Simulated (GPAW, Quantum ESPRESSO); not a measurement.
## Near-edge structure at the N K edge of Ta2N (P-3m1)

Do two independent programs agree on the N K edge of Ta2N (P-3m1)? The same cell and functional are run with XSpectra and with GPAW.

Main program and level: Quantum ESPRESSO 7.5; core-hole supercells, plane-wave PAW PBE, without spin-orbit coupling (first program; GPAW 26.7.0 follows as the second).

Report form: the programs' logs are mostly left out.

**1. The structure**

Symmetry: P-3m1, No. 164, trigonal system. Conventional cell: a = 3.113 Å, b = 3.113 Å, c = 4.870 Å, α = 90.00°, β = 90.00°, γ = 120.00°. Ta has 3 N at 2.18 Å nearest. Nearest to N lie 6 Ta at 2.18 Å. Farther neighbours and most contacts between anions are not listed.

**2. Ground state of the crystal (Quantum ESPRESSO)**

A plain self-consistent run shows whether there is a gap, which decides the set-up of the core-hole run.

File scf.in:

```
&control
   calculation='scf', prefix='x', pseudo_dir='../pp', outdir='tmp', tprnfor=.true.
/
&system
   ibrav=0, nat=3, ntyp=2, nbnd=20
   ecutwfc=46, ecutrho=360
   occupations='smearing', smearing='mv', degauss=0.015
/
&electrons
   conv_thr=3.0e-08, electron_maxstep=120
   mixing_beta=0.5
/
ATOMIC_SPECIES
Ta 1.0 Ta.pbe-spn-kjpaw.UPF
N3 1.0 N.pbe-n-kjpaw.UPF
CELL_PARAMETERS angstrom
  3.11286151 0.00000000 0.00000000
  -1.55643075 2.69581714 0.00000000
  0.00000000 0.00000000 4.86984100
ATOMIC_POSITIONS crystal
Ta   0.33333333 0.66666667 0.25471100
Ta   0.66666667 0.33333333 0.74528900
N3   0.00000000 0.00000000 0.00000000
K_POINTS automatic
10 10 6 0 0 0
```

File Ta.pbe-spn-kjpaw.ld1.in:

```
&input
   title='Ta', zed=73., rel=1, iswitch=3, dft='PBE',
   config='[Xe] 4f14 6s2 6p0 5d3'
/
&inputp
   file_pseudopw='Ta.pbe-spn-kjpaw.UPF', author='',
   lpaw=.true.,
   pseudotype=3,
   lloc=-1,
   rcloc=2.3,
   which_augfun='PSQ',
   rmatch_augfun_nc=.true.,
   nlcc=.true.,
   new_core_ps=.true.,
   rcore=1.2,
   tm=.true.,
   lgipaw_reconstruction=.true., use_paw_as_gipaw=.true.
/
6
5S  1  0  2.00  0.00  1.00  1.50  0.0
6S  2  0  2.00  0.00  1.00  1.50  0.0
5P  2  1  6.00  0.00  1.10  1.40  0.0
6P  3  1  0.00 -2.40  1.10  1.40  0.0
5D  3  2  3.00  0.00  1.50  1.80  0.0
5D  3  2  0.00  0.05  1.50  1.80  0.0
```

File N.pbe-n-kjpaw.ld1.in:

```
&input
   title='N', zed=7., rel=1, iswitch=3, dft='PBE',
   config='[He] 2s2 2p3'
/
&inputp
   file_pseudopw='N.pbe-n-kjpaw.UPF', author='',
   lpaw=.true.,
   pseudotype=3,
   lloc=-1,
   rcloc=1.2,
   which_augfun='PSQ',
   rmatch_augfun_nc=.true.,
   nlcc=.true.,
   new_core_ps=.true.,
   rcore=0.7,
   tm=.true.,
   lgipaw_reconstruction=.true., use_paw_as_gipaw=.true.
/
4
2S  1  0  2.00  0.00  1.00  1.30  0.0
2S  1  0  0.00  2.00  1.00  1.30  0.0
2P  2  1  3.00  0.00  0.90  1.35  0.0
2P  2  1  0.00  0.05  0.90  1.35  0.0
```

The run is started by

```bash
$ OMP_NUM_THREADS=1 mpirun --oversubscribe --bind-to none -np 4 pw.x -nk 4 -in scf.in > scf.out
```

Wall time 11 s (4 MPI ranks of Arm Neoverse V1, shared host); peak memory 0.1 GiB.

Absorbing atoms carry a label of their own (element plus a letter or digit), as the spectrum program needs them as separate species.

The mesh shows no gap, so the system is treated as a metal and the core electron is put at the Fermi level (neutral cell).

**3. Spectrum without a core hole, N atom 3 (Quantum ESPRESSO)**

Without a hole the spectrum is the empty density of states of the right symmetry on the absorber, weighted by matrix elements. It needs only the small cell and serves as the baseline.

The absorber has 6 Ta at 2.18 Å (octahedral, site symmetry -3m).

File xspectra.in:

```
&input_xspectra
   calculation='xanes_dipole', edge='K'
   prefix='x', outdir='tmp', xiabs=2, xe0=19.5175
   xonly_plot=.false., x_save_file='xanes.sav'
   xniter=3000, xcheck_conv=20, xerror=0.005
   xcoordcrys=.false., xepsilon(1)=1, xepsilon(2)=0, xepsilon(3)=0
/
&plot
   xnepoint=413, xemin=-10, xemax=45, terminator=.true., cut_occ_states=.true.
   xgamma=0.4
/
&pseudos
   filecore='../N.wfc'
/
&cut_occ
   cut_desmooth=0.1, cut_stepl=0.05, cut_stepu=0.05, cut_ierror=1e-5
/
11 11 6 0 0 0
```

The run is started by

```bash
$ OMP_NUM_THREADS=1 mpirun --oversubscribe --bind-to none -np 4 xspectra.x -nk 4 -in xspectra.in > xspectra.out
```

It took 76 s on 4 MPI ranks; peak memory 0.1 GiB; 5.1 min of CPU time.

The N K spectrum, N atom 3, no core hole (energy from the energy zero of the input (xe0, at the border of filled and empty states); intensity scaled to a mean of 1 over the first 20 eV; the points at xe0, where the cut of filled states can leave a spike, are interpolated; polarised curves are means over the symmetry-equivalent atoms):

```csv
E (eV),isotropic,ε ⊥ c,ε ∥ c
-2.00,0.07,0.07,0.07
-1.25,0.11,0.11,0.10
-0.50,0.22,0.23,0.20
0.25,0.68,0.72,0.60
1.00,1.17,1.23,1.04
1.75,1.61,1.64,1.57
2.50,1.36,1.32,1.45
3.25,1.43,1.35,1.59
4.00,1.31,1.17,1.60
4.75,1.36,1.29,1.49
5.50,1.60,1.71,1.39
6.25,1.53,1.80,1.00
7.00,1.19,1.32,0.92
7.75,1.12,1.02,1.31
8.50,0.95,0.86,1.14
9.25,1.19,1.13,1.32
10.00,1.27,1.22,1.37
10.75,1.16,1.12,1.24
11.50,0.79,0.80,0.76
12.25,0.68,0.77,0.50
13.00,0.97,1.17,0.57
13.75,0.96,1.12,0.64
14.50,0.75,0.75,0.75
15.25,0.65,0.61,0.75
16.00,0.69,0.68,0.73
16.75,0.66,0.59,0.79
17.50,0.57,0.53,0.64
18.25,0.45,0.42,0.50
19.00,0.38,0.37,0.40
19.75,0.42,0.42,0.43
20.50,0.49,0.46,0.55
21.25,0.49,0.39,0.68
22.00,0.56,0.43,0.83
22.75,0.54,0.48,0.65
23.50,0.65,0.56,0.83
24.25,0.64,0.57,0.78
25.00,0.55,0.51,0.62
25.75,0.59,0.58,0.63
26.50,0.64,0.71,0.52
27.25,0.59,0.68,0.41
28.00,0.61,0.75,0.34
28.75,0.65,0.82,0.32
29.50,0.77,0.93,0.44
30.25,0.75,0.88,0.50
31.00,0.67,0.74,0.55
31.75,0.55,0.54,0.58
```

Main maxima below 24 eV (height): 1.7 eV (1.61), 3.1 eV (1.44), 5.8 eV (1.65), 10.3 eV (1.31), 13.1 eV (1.00) and 15.9 eV (0.70). A K edge sees empty p states; the first features are N p mixed into the empty d states of the Ta neighbours, and the broad ones above probably into the cations' higher empty bands.

**4. Another broadening**

The final state's lifetime shortens with energy, so measured features broaden above the edge; the saved Lanczos coefficients are redrawn with a width that grows.

File xspectra_plot.in:

```
&input_xspectra
   calculation='xanes_dipole', edge='K'
   prefix='x', outdir='tmp', xiabs=2, xe0=19.5175
   xonly_plot=.true., x_save_file='xanes.sav'
   xniter=3000, xcheck_conv=20, xerror=0.005
   xcoordcrys=.false., xepsilon(1)=1, xepsilon(2)=0, xepsilon(3)=0
/
&plot
   xnepoint=413, xemin=-10, xemax=45, terminator=.true., cut_occ_states=.true.
   gamma_mode='variable', gamma_energy(1)=4, gamma_energy(2)=25, gamma_value(1)=0.3, gamma_value(2)=2.5
/
&pseudos
   filecore='../N.wfc'
/
&cut_occ
   cut_desmooth=0.1, cut_stepl=0.05, cut_stepu=0.05, cut_ierror=1e-5
/
11 11 6 0 0 0
```

The run is started by

```bash
$ OMP_NUM_THREADS=1 xspectra.x -in xspectra_plot.in > xspectra_plot.out
```

Elapsed: 14 s, on 1 MPI rank; peak memory 0.1 GiB.

With a Lorentzian half width 0.3 eV up to 4 eV, rising linearly to 2.5 eV at 25 eV, the maxima are 1.7 eV (1.72), 3.1 eV (1.49), 4.2 eV (1.33), 5.6 eV (1.58) and 9.9 eV (1.13).

**5. Supercell without a hole, the energy reference (Quantum ESPRESSO)**

The photon energy needs a difference of total energies, so the cell and mesh of the coming hole run are first run without a hole.

File scf.in:

```
&control
   calculation='scf', prefix='x', pseudo_dir='../pp', outdir='tmp', tprnfor=.true.
/
&system
   ibrav=0, nat=12, ntyp=2, nbnd=76
   ecutwfc=46, ecutrho=360
   occupations='smearing', smearing='mv', degauss=0.015
/
&electrons
   conv_thr=1.2e-07, electron_maxstep=120
   mixing_beta=0.5
/
ATOMIC_SPECIES
Ta 1.0 Ta.pbe-spn-kjpaw.UPF
N 1.0 N.pbe-n-kjpaw.UPF
CELL_PARAMETERS angstrom
  -3.11286151 0.00000000 -4.86984100
  3.11286151 0.00000000 -4.86984100
  3.11286151 -5.39163429 0.00000000
ATOMIC_POSITIONS crystal
Ta   0.70597783 0.03931117 0.66666667
Ta   0.70597783 0.03931117 0.16666667
Ta   0.20597783 0.53931117 0.66666667
Ta   0.20597783 0.53931117 0.16666667
Ta   0.29402217 0.96068883 0.83333333
Ta   0.29402217 0.96068883 0.33333333
Ta   0.79402217 0.46068883 0.83333333
Ta   0.79402217 0.46068883 0.33333333
N    0.00000000 0.00000000 0.00000000
N    0.00000000 0.00000000 0.50000000
N    0.50000000 0.50000000 0.00000000
N    0.50000000 0.50000000 0.50000000
K_POINTS automatic
6 6 6 0 0 0
```

The run is started by

```bash
$ OMP_NUM_THREADS=1 mpirun --oversubscribe --bind-to none -np 4 pw.x -nk 4 -in scf.in > scf.out
```

Elapsed: 3.9 min, on 4 MPI ranks; peak memory 0.35 GiB; 16 min of CPU time.

Reference energy: -3403022.724 eV with the cores included.

**6. The atom with a core hole (Quantum ESPRESSO)**

The frozen core must hold the hole, so the absorber gets a data set of its own.

File N.pbe-n-kjpaw-1sch.ld1.in:

```
&input
   title='N', zed=7., rel=1, iswitch=3, dft='PBE',
   config='1s1 2s2 2p4'
/
&inputp
   file_pseudopw='N.pbe-n-kjpaw-1sch.UPF', author='',
   lpaw=.true.,
   pseudotype=3,
   lloc=-1,
   rcloc=1.2,
   which_augfun='PSQ',
   rmatch_augfun_nc=.true.,
   nlcc=.true.,
   new_core_ps=.true.,
   rcore=0.7,
   tm=.true.,
   zval=6,
   lgipaw_reconstruction=.true., use_paw_as_gipaw=.true.
/
4
2S  1  0  2.00  0.00  1.00  1.30  0.0
2S  1  0  0.00  2.00  1.00  1.30  0.0
2P  2  1  4.00  0.00  0.90  1.35  0.0
2P  2  1  0.00  0.05  0.90  1.35  0.0
```

The run is started by

```bash
$ ld1.x < N.pbe-n-kjpaw-1sch.ld1.in > N.pbe-n-kjpaw-1sch.ld1.out
```

Elapsed: 0.62 s, on 1 MPI rank; peak memory 0.16 GiB.

Removing the core electron and adding it to the valence shell costs the free atom 403.3 eV.

**7. Supercell with XCH, N atom 3 (Quantum ESPRESSO)**

The holes are 5.8 Å apart. The excited electron is kept in the cell, where it fills the lowest empty states and screens the hole.

Changes to scf.in since step 5:

```diff
@@ -4,3 +4,3 @@
 &system
-   ibrav=0, nat=12, ntyp=2, nbnd=76
+   ibrav=0, nat=12, ntyp=3, nbnd=78
    ecutwfc=46, ecutrho=360
@@ -14,2 +14,3 @@
 Ta 1.0 Ta.pbe-spn-kjpaw.UPF
+N0 1.0 N.pbe-n-kjpaw-1sch.UPF
 N 1.0 N.pbe-n-kjpaw.UPF
@@ -28,3 +29,3 @@
 Ta   0.79402217 0.46068883 0.33333333
-N    0.00000000 0.00000000 0.00000000
+N0   0.00000000 0.00000000 0.00000000
 N    0.00000000 0.00000000 0.50000000
```

The run is started by

```bash
$ OMP_NUM_THREADS=1 mpirun --oversubscribe --bind-to none -np 4 pw.x -nk 4 -in scf.in > scf.out
```

Run time: 4.6 min. Hardware: 4 MPI ranks; peak memory 0.35 GiB; 18 min of CPU time.

Energy with the hole: -3402616.744 eV, cores included.

**8. Spectrum with XCH, N atom 3 (Quantum ESPRESSO)**

The Lanczos recursion gives the spectrum without computing empty bands; each polarisation needs a run of its own on the full k mesh. xe0 is set between filled and empty states, and states below it are cut, here at the Fermi level, which holds the excited electron. The file of filecore holds the core orbital, taken from the hole-free data set.

Changes to xspectra.in since step 3:

```diff
@@ -2,3 +2,3 @@
    calculation='xanes_dipole', edge='K'
-   prefix='x', outdir='tmp', xiabs=2, xe0=19.5175
+   prefix='x', outdir='tmp', xiabs=2, xe0=19.6057
    xonly_plot=.false., x_save_file='xanes.sav'
@@ -17,2 +17,2 @@
 /
-11 11 6 0 0 0
+6 6 6 0 0 0
```

xspectra_1.in, as its differences from xspectra.in of step 8:

```diff
@@ -5,3 +5,3 @@
    xniter=3000, xcheck_conv=20, xerror=0.005
-   xcoordcrys=.false., xepsilon(1)=1, xepsilon(2)=0, xepsilon(3)=0
+   xcoordcrys=.false., xepsilon(1)=0, xepsilon(2)=1, xepsilon(3)=0
 /
```

xspectra_2.in, as its differences from xspectra_1.in of step 8:

```diff
@@ -5,3 +5,3 @@
    xniter=3000, xcheck_conv=20, xerror=0.005
-   xcoordcrys=.false., xepsilon(1)=0, xepsilon(2)=1, xepsilon(3)=0
+   xcoordcrys=.false., xepsilon(1)=0, xepsilon(2)=0, xepsilon(3)=1
 /
```

The run is started by

```bash
$ OMP_NUM_THREADS=1 mpirun --oversubscribe --bind-to none -np 4 xspectra.x -nk 4 -in xspectra.in > xspectra.out
```

Run time: 11 min. Hardware: 4 MPI ranks; peak memory 0.21 GiB.

The N K spectrum, N atom 3, excited-electron core hole (neutral cell) (energy from the energy zero of the input (xe0, at the border of filled and empty states); intensity scaled to a mean of 1 over the first 20 eV; the points at xe0, where the cut of filled states can leave a spike, are interpolated; polarised curves are means over the symmetry-equivalent atoms):

```csv
E (eV),isotropic,ε ⊥ c,ε ∥ c
-2.0,0.10,0.10,0.10
-1.0,0.21,0.22,0.19
0.0,0.94,1.01,0.79
1.0,2.02,2.10,1.84
2.0,1.77,1.59,2.14
3.0,1.66,1.56,1.87
4.0,1.31,1.30,1.35
5.0,1.55,1.76,1.13
6.0,1.20,1.38,0.85
7.0,1.00,0.99,1.00
8.0,0.88,0.72,1.22
9.0,1.21,1.14,1.36
10.0,1.07,1.10,1.01
11.0,0.69,0.71,0.65
12.0,0.63,0.74,0.42
13.0,0.90,1.07,0.56
14.0,0.66,0.65,0.69
15.0,0.57,0.51,0.69
16.0,0.59,0.54,0.69
17.0,0.54,0.49,0.62
18.0,0.42,0.42,0.43
19.0,0.38,0.34,0.44
20.0,0.52,0.47,0.61
21.0,0.57,0.46,0.80
22.0,0.57,0.49,0.75
23.0,0.67,0.62,0.77
24.0,0.67,0.63,0.75
25.0,0.58,0.60,0.53
26.0,0.68,0.78,0.48
27.0,0.66,0.78,0.43
28.0,0.68,0.84,0.36
29.0,0.77,0.94,0.43
30.0,0.71,0.77,0.59
31.0,0.57,0.54,0.64
32.0,0.55,0.47,0.70
```

Main maxima below 24 eV (height): 1.5 eV (2.21), 4.8 eV (1.56), 7.1 eV (1.00), 9.1 eV (1.21), 13.0 eV (0.91) and 23.4 eV (0.71). 

The total-energy difference is 405.98 eV. One term is added: -7.82 eV, since the hole is spin-paired here and a spin-polarised one costs that much less in the free atom (computed apart). The photon energy is then 398.16 eV. The functional leaves an error of a few eV in such absolute values.

**9. Another broadening**

Changes to xspectra_plot.in since step 4:

```diff
@@ -2,3 +2,3 @@
    calculation='xanes_dipole', edge='K'
-   prefix='x', outdir='tmp', xiabs=2, xe0=19.5175
+   prefix='x', outdir='tmp', xiabs=2, xe0=19.6057
    xonly_plot=.true., x_save_file='xanes.sav'
@@ -17,2 +17,2 @@
 /
-11 11 6 0 0 0
+6 6 6 0 0 0
```

The run is started by

```bash
$ OMP_NUM_THREADS=1 xspectra.x -in xspectra_plot.in > xspectra_plot.out
```

Wall time 9.5 s (1 MPI rank); peak memory 0.05 GiB.

With a Lorentzian half width 0.3 eV up to 4 eV, rising linearly to 2.5 eV at 25 eV, the maxima are 1.5 eV (2.36), 2.8 eV (1.71), 4.7 eV (1.54) and 9.1 eV (1.05).

**10. Ground state of the crystal (GPAW)**

The second program starts from its own ground state, on the same cell and functional.

File scf.py:

```python
import numpy as np
from ase import Atoms
from ase.parallel import parprint, paropen
from gpaw import GPAW, PW, FermiDirac, Mixer, MixerDif, setup_paths
from gpaw.test import gen
setup_paths.insert(0, '.')
gen('N', name='nch1s', xcname='PBE', corehole=(1, 0, 0), write_xml=True)
from gpaw.mpi import world
world.barrier()

atoms = Atoms('Ta2N',
    cell=[[3.11286151, 0, 0],
     [-1.55643075, 2.69581714, 0],
     [0, 0, 4.869841]],
    scaled_positions=[[0.33333333, 0.66666667, 0.254711],
     [0.66666667, 0.33333333, 0.745289],
     [0, 0, 0]],
    pbc=True)
atoms.calc = calc = GPAW(legacy_gpaw=True, mode=PW(500), xc='PBE', setups={2: 'nch1s'},
    kpts={'size': (9, 9, 5), 'gamma': True}, occupations=FermiDirac(0.05),
    charge=0, mixer=Mixer(0.1, 5, 50), maxiter=150,
    convergence={'density': 0.0001}, txt='scf.txt')
energy = atoms.get_potential_energy() + calc.get_reference_energy()
ef = calc.get_fermi_level()
out = dict(energy=energy, fermi=ef, forces=atoms.get_forces().tolist())
parprint(f'all-electron energy {energy:.4f} eV, Fermi level {ef:.4f} eV')
ev = np.array([[calc.get_eigenvalues(k, s) for k in range(len(calc.get_ibz_k_points()))] for s in range(calc.get_number_of_spins())])
out['homo'], out['lumo'], out['counts'] = ev[ev < ef].max(), ev[ev > ef].min(), sorted(set((ev < ef).sum((0, 2)).tolist()))
out['filled'] = (ev[:, 0] < ef).sum(1).tolist()
import json
with paropen('out.json', 'w') as f:
    json.dump(out, f)
```

The run is started by

```bash
$ OMP_NUM_THREADS=1 mpirun -n 4 gpaw python scf.py
```

Wall time 40 s (4 MPI ranks); peak memory 0.22 GiB.

The mesh shows no gap, so the system is treated as a metal and the core electron is put at the Fermi level (neutral cell).

(Part 1 of 2 ends here.)

[Logs are printed without paths, hosts, clocks, repeated set-up lines and the standing remarks that a program may print on its own settings, such as how far it seeks lower states.]

[Hosts, paths, dates, database ids (printed as entryN), source tags and the programs' standing remarks are cut or masked in the printed files.]

[Lists of maxima count a maximum above −3 eV only where it reaches 4 % of the highest in the window and stands out from its surroundings by 2 % of it (1.5 % where it reaches 55 %); shoulders and weaker maxima are passed over, and of the rest the first, up to two pre-edge ones and the few strongest are named.]
